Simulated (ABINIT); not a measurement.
```
How the form of the self-energy moves the gap of InP (F-43m)
1.0
     0.00000    2.93050    2.93050
     2.93050    0.00000    2.93050
     2.93050    2.93050    0.00000
In P
1 1
Direct
  0.00000 0.00000 0.00000
  0.25000 0.25000 0.25000
# method: RPA screening on PBE, plane waves, norm-conserving pseudopotentials (and 3 further levels or steps)
# program: ABINIT 10.8.3
# settings: cutoff 31 Ha, PseudoDojo scalar-relativistic 0.4.1 standard, norm-conserving, potential set dojo-sr-pbe-0.4.1-standard, ngkpt (6, 6, 6), nband 159, ecuteps 7 Ha, gwcalctyp 1, nfreqim 16, inclvkb 2, shiftk (0, 0, 0), symchi 1, awtr 1, frequency ac, 6×6×6 k-mesh
# cost: 9 runs, 16 min in all on 4 MPI ranks of AMD EPYC 9R14 (Zen 4), shared host
# notes: The database entry behind the starting cell differs from other determinations of this structure. The cell and positions come from the Crystallography Open Database and are kept as given unless a step says otherwise. Limits: no spin-orbit coupling. The norm-conserving file of at least one element keeps a d shell over frozen s and p shells of the same row. Exchange with those shells is missing from the self-energy, an error of 0.3 to 0.9 eV in cases checked, whose sign depends on which edge lies on those atoms.
# G0W0, Godby-Needs plasmon pole: 1.047 eV
# G0W0, Hybertsen-Louie plasmon pole: 1.129 eV
# G0W0, von der Linden-Horsch plasmon pole: 1.012 eV
# G0W0, Engel-Farid plasmon pole: 0.963 eV
# one-shot Hartree-Fock: 5.666 eV
# G0W0, analytic continuation: 0.755 eV
# known limits: short of the basis limit; exchange with frozen shells missing; no spin-orbit coupling
```

[Long decimals in the printed logs are rounded to 6 places.]

[Logs are printed without paths, hosts, clocks, repeated set-up lines and the standing remarks that a program may print on its own settings, such as how far it seeks lower states.]

[Paths, hosts, dates, memory and timing lines, banners, echoed tables and standing remarks are left out of the program output; an Ansatz launch command may be rebuilt from the run's recorded settings. Measured values are a selection of at most five: reports struck by readers or far from the other reports are left out. None is set beside runs whose start may be inverted or whose files or cutoffs have a known fault.]

[Runs of the session that timed out or met a known fault of the program may be left out.]

[Hosts, paths, dates, database ids (printed as entryN), source tags and the programs' standing remarks are cut or masked in the printed files.]

[G0W0 gaps are taken among the corrected bands and points alone; a level outside them can change the order at an edge.]

[Where Ansatz stands beside ABINIT at settings called matched, ABINIT's density can come from a denser mesh and the files from another edition; pairs whose starting gaps differed by over 0.03 eV were left out, so agreement reads better than it is.]
